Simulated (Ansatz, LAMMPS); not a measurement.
# Structural relaxation of aqueous Mg2+ and SO4 2-, 1.6 mol of salt per kg of water, from a frame at 330 K (111 atoms), part 3 of 3

Aim: bring aqueous Mg2+ and SO4 2-, 1.6 mol of salt per kg of water, from a frame at 330 K (111 atoms) to a nearby minimum of the energy and see what moves.

Ansatz 0.2.0; Kohn-Sham DFT, RPBE+D4, PAW (set soft_2), plane waves.

The cell: 39 O, 1 S, 70 H and 1 Mg. The network of contacts between molecules at the start is that of the classical potential that made the cell. The density was typed from a rule of thumb and may lie off the real one at this temperature. Only the Γ point is sampled, in a cell whose shortest periodic width is 10 Å.

So far. Step 4 (Relaxation): The relaxation changed the energy by -56.6 meV/atom, and atoms moved by 0.63 Å r.m.s., 1.8 Å at most.

## (6) Single point at the relaxed geometry

The electronic structure is read at the final geometry, in a run of its own.

File input.yaml:

```yaml
crystal:
  lattice:
    - [10.16539, 0.0, 0.0]
    - [0.0, 10.16539, 0.0]
    - [0.0, 0.0, 10.16539]
  atoms:
    - { symbol: O, position: [0.86301, 0.62113, 0.79334] }
    - { symbol: S, position: [0.01059, 0.61163, 0.80277] }
    - { symbol: O, position: [0.04778, 0.55796, 0.93443] }
    - { symbol: O, position: [0.05783, 0.51975, 0.69588] }
    - { symbol: O, position: [0.0701, 0.74511, 0.78245] }
    - { symbol: O, position: [0.58626, 0.01422, 0.01107] }
    - { symbol: H, position: [0.55835, 0.94133, 0.0667] }
    - { symbol: H, position: [0.51324, 0.07786, 0.00438] }
    - { symbol: O, position: [0.82692, 0.90925, 0.46111] }
    - { symbol: H, position: [0.79342, 0.99693, 0.481] }
    - { symbol: H, position: [0.91668, 0.90314, 0.49827] }
    - { symbol: O, position: [0.45721, 0.73463, 0.61216] }
    - { symbol: H, position: [0.54998, 0.71244, 0.59295] }
    - { symbol: H, position: [0.40729, 0.6544, 0.59081] }
    - { symbol: O, position: [0.45444, 0.43442, 0.84806] }
    - { symbol: H, position: [0.40326, 0.48116, 0.91586] }
    - { symbol: H, position: [0.54784, 0.44934, 0.87227] }
    - { symbol: O, position: [0.91244, 0.01539, 0.75661] }
    - { symbol: H, position: [0.96606, 0.09599, 0.74529] }
    - { symbol: H, position: [0.97322, 0.94404, 0.7756] }
    - { symbol: O, position: [0.14446, 0.27326, 0.98177] }
    - { symbol: H, position: [0.12069, 0.36446, 0.99756] }
    - { symbol: H, position: [0.11166, 0.25554, 0.89175] }
    - { symbol: O, position: [0.24436, 0.93166, 0.88369] }
    - { symbol: H, position: [0.21248, 0.97156, 0.96683] }
    - { symbol: H, position: [0.18112, 0.86165, 0.86294] }
    - { symbol: O, position: [0.24684, 0.66955, 0.27513] }
    - { symbol: H, position: [0.16793, 0.62645, 0.30833] }
    - { symbol: H, position: [0.25762, 0.64152, 0.18199] }
    - { symbol: O, position: [0.4925, 0.55092, 0.30897] }
    - { symbol: H, position: [0.39827, 0.57099, 0.31597] }
    - { symbol: H, position: [0.49818, 0.47025, 0.25397] }
    - { symbol: O, position: [0.89164, 0.93939, 0.03211] }
    - { symbol: H, position: [0.97438, 0.97894, 0.06388] }
    - { symbol: H, position: [0.86307, 0.87799, 0.10248] }
    - { symbol: O, position: [0.50291, 0.04039, 0.32675] }
    - { symbol: H, position: [0.41377, 0.02909, 0.3614] }
    - { symbol: H, position: [0.55943, 0.07932, 0.39489] }
    - { symbol: O, position: [0.26068, 0.22628, 0.54818] }
    - { symbol: H, position: [0.30371, 0.31148, 0.56731] }
    - { symbol: H, position: [0.3197, 0.15594, 0.5788] }
    - { symbol: O, position: [0.70619, 0.8313, 0.84962] }
    - { symbol: H, position: [0.76645, 0.75627, 0.84434] }
    - { symbol: H, position: [0.61719, 0.79867, 0.87115] }
    - { symbol: O, position: [0.30051, 0.58782, 0.02365] }
    - { symbol: H, position: [0.3516, 0.65654, 0.9765] }
    - { symbol: H, position: [0.21283, 0.58654, 0.98185] }
    - { symbol: O, position: [0.32454, 0.48617, 0.6171] }
    - { symbol: H, position: [0.23716, 0.50407, 0.65438] }
    - { symbol: H, position: [0.38072, 0.46808, 0.69487] }
    - { symbol: O, position: [0.07398, 0.83195, 0.52755] }
    - { symbol: H, position: [0.06475, 0.74815, 0.48077] }
    - { symbol: H, position: [0.0807, 0.80389, 0.62056] }
    - { symbol: O, position: [0.70867, 0.44948, 0.9285] }
    - { symbol: H, position: [0.73181, 0.4795, 0.01779] }
    - { symbol: H, position: [0.76654, 0.5037, 0.87228] }
    - { symbol: O, position: [0.54869, 0.80509, 0.20167] }
    - { symbol: H, position: [0.52895, 0.87442, 0.26696] }
    - { symbol: H, position: [0.52132, 0.7193, 0.23802] }
    - { symbol: O, position: [0.61302, 0.41919, 0.51883] }
    - { symbol: H, position: [0.55848, 0.4588, 0.44876] }
    - { symbol: H, position: [0.67313, 0.49153, 0.53786] }
    - { symbol: O, position: [0.02532, 0.56526, 0.43312] }
    - { symbol: H, position: [0.02678, 0.54613, 0.52905] }
    - { symbol: H, position: [0.93291, 0.56631, 0.40866] }
    - { symbol: O, position: [0.40606, 0.20503, 0.97068] }
    - { symbol: H, position: [0.31144, 0.22319, 0.98263] }
    - { symbol: H, position: [0.43332, 0.27631, 0.90989] }
    - { symbol: O, position: [0.80742, 0.77891, 0.22487] }
    - { symbol: H, position: [0.70967, 0.78702, 0.21357] }
    - { symbol: H, position: [0.82354, 0.82808, 0.30709] }
    - { symbol: O, position: [0.72585, 0.67549, 0.56227] }
    - { symbol: H, position: [0.77608, 0.66541, 0.64423] }
    - { symbol: H, position: [0.75432, 0.76132, 0.52707] }
    - { symbol: O, position: [0.1325, 0.03637, 0.10689] }
    - { symbol: H, position: [0.16838, 0.01571, 0.195] }
    - { symbol: H, position: [0.1323, 0.13227, 0.09484] }
    - { symbol: O, position: [0.45023, 0.75684, 0.87999] }
    [... 27 atom lines left out ...]
    - { symbol: H, position: [0.53154, 0.2374, 0.24552] }
    - { symbol: H, position: [0.48341, 0.28326, 0.11128] }
    - { symbol: O, position: [0.64488, 0.11122, 0.7468] }
    - { symbol: H, position: [0.55699, 0.07636, 0.7243] }
    - { symbol: H, position: [0.68631, 0.12901, 0.66217] }
    - { symbol: Mg, position: [0.75786, 0.02086, 0.89924] }
kpoints:
  mp_grid: { grid: [1, 1, 1] }
hamiltonian:
  xc: rpbe
  dispersion: d4
scf:
  occupations: { method: fixed }
output:
  forces: true
  stress: true
  populations: true
  dos:
    method: { smearing: { sigma: 0.08 } }
    de: 0.1
    projected: { site_lists: { H: [H], Mg: [Mg], O: [O], S: [S] } }
  eigenvalues: true
  write_density: true
  write_potential: true
  volumetric_format: npy
  elf: true
```

On the command line:

```console
$ ansatz run input.yaml --threads 4 --pin off --max-ram 8192MiB --backend cpu --events-out ev --progress --plain --runs-dir out
```

Numbers of over 12 decimals in the logs are rounded to 6 here.

Log:

```text
[...]
Crystal: 111 atoms, lattice volume = 1050.442 Å³
Basis set: ecut = 420 eV, 20377 PW (Γ), exchange–correlation on 144×144×144 points (8 copies of the dense FFT grid, shifted against one another)
Bands: 271, of which v1, the nominal top of the filled ones, is band 160 counted from 1 (159 counted from 0)
Symmetry: 1 space group operations
[...]
k-points: 1
[...]
SCF iter   1: F=—  HF=-26180.765783 eV  |F-HF|=—  |Δ(HF+E_count)|=         —  Δρ=4.50e-3  dr2=1.52e-1  ethr=1.77e-3  ⟨swp⟩=4.0  Hψ=1023  notcnv=0  defer=109
[...]
SCF iter   9: F=-26180.633470 eV  HF=-26180.633470 eV  |F-HF|=1.46e-8  |Δ(HF+E_count)|=   1.79e-8  Δρ=1.59e-6  dr2=2.13e-8  ethr=3.13e-11  ⟨swp⟩=22.0  Hψ=2768  notcnv=0
SCF 1 converged in 9 iterations: F = -26180.633470 eV  dr2 = 2.13e-8
[...]
SCF converged after 9 iterations
Free energy (F): -26180.633470 eV
[...]
Internal energy: -26180.633470 eV  (E = F + TS)
E sigma→0 (E₀):  -26180.633470 eV
Fermi energy:    -1.861039 eV
[...]
--- Forces (eV/Å), atoms counted from 1 ---
  atom   1  O     -0.00140879     0.00033322    -0.00101950
  atom   2  S      0.01474911    -0.00061131    -0.01754632
  atom   3  O      0.00077545    -0.00186776     0.01339765
  atom   4  O     -0.00930399     0.00999476     0.01197001
  atom   5  O     -0.01158189    -0.00079919    -0.00510774
  atom   6  O     -0.00487714    -0.01014759     0.00163022
  atom   7  H      0.00050200     0.01098979    -0.00154257
  atom   8  H     -0.00159119    -0.00319373     0.00262274
  atom   9  O      0.00410954     0.00126996     0.00347817
  atom  10  H     -0.00106451     0.00052723    -0.00131216
  atom  11  H     -0.00894840     0.00130990    -0.00313750
  atom  12  O      0.00016351    -0.00467319    -0.00273309
  atom  13  H     -0.00011208     0.00194270     0.00107581
  atom  14  H      0.00036436     0.00244492     0.00019212
[...]
atom 110  H     -0.00026810     0.00048764     0.00330994
  atom 111  Mg     0.00524674     0.01102422     0.00377438
  max |Σ_I F_I| component: 4.79e-5 eV/Å
--- Stress (GPa, compression-positive) ---
        0.346589       0.052045       0.077212
        0.052045      -0.195479       0.139944
        0.077212       0.139944       0.154126
  P = ⅓ Tr σ = 0.1017 GPa (1.017 kbar)
--- Band table (eV) ---
[...]
--- Löwdin populations: 111 sites ---
  site symbol       q [e]
     0      O      6.7710
     1      S      3.5472
     2      O      6.7848
[...]
110     Mg      8.3661
  spilling = 0.011702 (of n_electrons = 320.000000)
```

It took 20 s on 4 threads of Arm Neoverse V1, shared host; peak memory 1.2 GiB; 63 s of CPU time.

Read from the output:

```yaml
free_energy: -26180.6335 eV
free_energy_per_atom: -235.8616 eV/atom
scf_cycles: 9
pressure: 0.1017 GPa
r_m_s_force_component: 0.00448 eV/Å
longest_force: 0.03067 eV/Å
fermi_energy: -1.861 eV
spacing_of_highest_filled_and_lowest_empty_level: 5.1 eV
spilling_of_the_projection: 0.0117
```

Löwdin charges by element and coordination (they lack the spilled electrons, 0.034 e an atom on average):

```csv
element,coordination,atoms,mean charge (e),spread,least,most
H,all,70,0.391,0.0074,0.376,0.413
Mg,all,1,1.63,0,1.63,1.63
O,all,39,-0.711,0.0414,-0.797,-0.668
O,1,4,-0.783,0.0073,-0.790,-0.771
O,2,29,-0.687,0.0131,-0.725,-0.668
O,3,6,-0.773,0.0147,-0.797,-0.753
S,all,1,2.45,0,2.45,2.45
```

States in the cell by windows of 1 eV, zero at the Fermi level; the larger projections on atomic orbitals stand beside the total:

```
from (eV)  to (eV)  total   O p   H s  O s
      -18      -17   11.1   0.3   1.7  8.4
      -17       -9    0.0   0.0   0.0  0.0
       -9       -8    2.0   0.9   0.2  0.7
       -8       -7    2.2   1.5   0.6  0.0
       -7       -6   53.0  36.7  14.9  0.3
       -6       -5   20.7  14.2   4.4  0.9
       -5       -4    6.0   4.5   0.6  0.5
       -4       -3   31.3  24.9   2.7  3.3
       -3       -2   31.0  26.4   1.4  2.6
       -2       -1   21.3  20.2   0.2  0.4
       -1        0   63.4  62.4   0.3  0.1
        0        1    3.3   3.2   0.0  0.0
        1        5    0.0   0.0   0.0  0.0
```

The curve was stored every 0.10 eV, coarse against its broadening of 0.08 eV, so these counts are rough.

With fixed occupations the program's Fermi level is the highest filled level; weight inside the gap is the broadening of levels at its edges.

Between -26 and -18 eV lie 67 more states.

The levels nearest the highest filled one (over half full), pooled over k-points and spins:

```
level less the highest filled one (eV)  occupation
                                -0.240           2
                                -0.181           2
                               -0.0556           2
                               -0.0379           2
                                -0.016           2
                                     0           2
                                  5.10           0
                                  6.74           0
                                  6.93           0
                                  7.01           0
                                  7.05           0
                                  7.20           0
```

Valence density in the ac plane at fractional y = 0.014, with atoms of O and H and Mg within 0.2 Å of it. It is the smooth field of the valence electrons, not physical close to the nuclei.

Ten steps, logarithmic in the rise over the least value, from '0' (0 e/Å³) to '9' (20 e/Å³), each cell a mean:
```
00000121000000136653133212110
00000122100000012321389610000
00000122210000000001499720000
00000122110000000000156412321
10000011111100000011111125653
20000000123321001111100136775
10000000135553111111100125664
00000000136775210010000012332
00000000125764200000000000000
00000000012332000000000000000
00000000000110000000000000000
00000000000000000000002221000
00000000000000000000012321000
00000011000011111000001211000
00000122211234443100000000000
00000233311245664200000000000
00000123210125664100000000000
00001111100012332100000000000
00013310000000110000000000000
01245420000000000000000000000
12466521000000000000000000000
12577531000000012321000011222
11345320000000135652100123332
00112110000000257763100123321
```
Columns run along a (10.2 Å), rows up along c (10.2 Å). Atoms in or near the plane, at fractional coordinates: O at (0.59, 0.01), H at (0.79, 0.48), O at (0.91, 0.76), H at (0.41, 0.36), H at (0.17, 0.20), O at (0.40, 0.67), H at (0.34, 0.74), Mg at (0.76, 0.90).

Electrostatic potential energy in the ac plane at fractional y = 0.014, with atoms of O and H and Mg within 0.2 Å of it. With pseudopotentials it is smooth inside the atoms' cores, unlike the true potential.

Values in eV, 13 rows by 16 columns, each cell a mean:
```
  4   4   2  -5   1   5   5   4  -2 -17  -6 -17 -27  -7   2   4
  4   4   4   3   2   4   5   5   5   4  -1 -27 -37 -12   2   4
  2   4   5   5   3  -5   1   4   4   3   2  -2  -4  -4 -26 -17
  2   4   5   4   1 -24 -25  -4   2   1   4   4   4  -1 -27 -18
  4   4   5   5   4 -11 -36 -13   4   4   4   4   5   5   5   4
  5   5   5   5   5   4   1   3   4   4   4   4   2   3   4   4
  5   5   4   4   4   4   4   4   4   4   4   2 -17  -9   3   4
  5   4   3   3   4   3  -5  -3  -2   2   4   4   0   2   4   5
  5   5   4   0   0   3 -15 -29 -33  -1   5   5   5   5   5   5
  5   4  -1   1   4   5   4  -3  -6   4   5   5   5   5   5   5
  5  -1 -28 -11   4   5   5   5   5   5   5   5   5   5   5   4
  1 -19 -37  -4   5   5   5   4   2   0   4   5   5   5   3  -3
  0   1  -4   1   3   5   4   3 -15 -38 -13   2   1   2  -2  -5
```
Columns run along a (10.2 Å; values clipped at the 3rd and 97th percentile), rows up along c (10.2 Å). Atoms in or near the plane, at fractional coordinates: O at (0.59, 0.01), H at (0.79, 0.48), O at (0.91, 0.76), H at (0.41, 0.36), H at (0.17, 0.20), O at (0.40, 0.67), H at (0.34, 0.74), Mg at (0.76, 0.90).

Mean Löwdin charges: H +0.39, Mg +1.63, O -0.71, S +2.45 e (they miss 1.2 % of the electrons, so they add up to more than the cell's charge). The largest share in the top eV of filled states is O p (99 % of the projected weight), and in the lowest eV of empty states H s (68 % of the projected weight).

Local excerpt of 15 atoms (numbers count through the whole input) about S2, the only S atom; x, y, z are measured from there.

```csv
atom,x,y,z,distance (Å),bonds,Löwdin charge (e)
S2,0.00,0.00,0.00,0.00,4,2.45
O3,0.38,-0.55,1.34,1.49,1,-0.78
O5,0.60,1.36,-0.21,1.50,1,-0.79
O1,-1.50,0.10,-0.10,1.51,1,-0.77
O4,0.48,-0.93,-1.09,1.51,1,-0.79
H47,2.06,-0.26,1.82,2.76,1,0.38
H53,0.71,1.95,-1.85,2.79,1,0.39
H56,-2.48,-1.10,0.71,2.80,1,0.39
H64,0.16,-0.67,-2.78,2.87,1,0.39
H43,-2.48,1.47,0.42,2.92,1,0.39
H73,-2.38,0.55,-1.61,2.93,1,0.38
H49,2.30,-1.09,-1.51,2.96,1,0.38
H95,0.21,-2.86,-0.90,3.00,1,0.40
H82,-0.86,-0.73,2.86,3.07,1,0.40
H26,1.73,2.54,0.61,3.14,1,0.39
```

The column of bonds counts only the pairs H-O within 1.21 Å, O-Mg within 2.52 Å, O-S within 1.93 Å; other neighbours, such as metal atoms beside each other in a compound, aren't counted, and periodic images can show an atom twice.

## (7) Summary of results

```
energy change in the relaxation                  : -56.56 meV/atom
r.m.s. displacement                              : 0.631 Å
largest displacement                             : 1.795 Å
free energy per atom                             : -235.8616 eV/atom
pressure                                         : 0.1017 GPa
r.m.s. force component                           : 0.00448 eV/Å
gap (highest filled to lowest empty level) : 5.1 eV
wall time of the 3 DFT runs                      : 6.2 min
```

**Reading.** Relaxation lowers the energy by 56.6 meV/atom and moves atoms by 0.63 Å r.m.s.; the r.m.s. force component goes from 0.65 to 0.0045 eV/Å, the pressure goes from -0.63 to 0.10 GPa, and the gap from 4.67 to 5.10 eV. By the final cutoffs no bond was broken or made. From the first step to the last the energy fell by 6.278 eV, and the largest move was 1.80 Å (H37). The O-S bonds change most in mean length: from 1.446 Å (spread 0.014) to 1.503 Å (spread 0.007). Counting bonds as in the table, all H atoms have 1, all Mg atoms have 6, 74 % of O atoms have 2 and all S atoms have 4 bonded neighbours. The 35 water molecules hold 3.26 hydrogen bonds each to other water on average, with a mean O–O distance of 2.81 Å. The highest filled and lowest empty levels differ by 5.10 eV (at Γ alone); a semilocal functional tends to put such gaps too low. In a disordered cell it changes from sample to sample and from frame to frame.

**Limits.** The network of contacts between molecules at the start is that of the classical potential that made the cell; in DFT atoms moved by 0.63 Å r.m.s.

[Logs are printed without paths, hosts, clocks, repeated set-up lines and the standing remarks that a program may print on its own settings, such as how far it seeks lower states.]

[Hosts, paths, dates, database ids (printed as entryN), source tags and the programs' standing remarks are cut or masked in the printed files.]
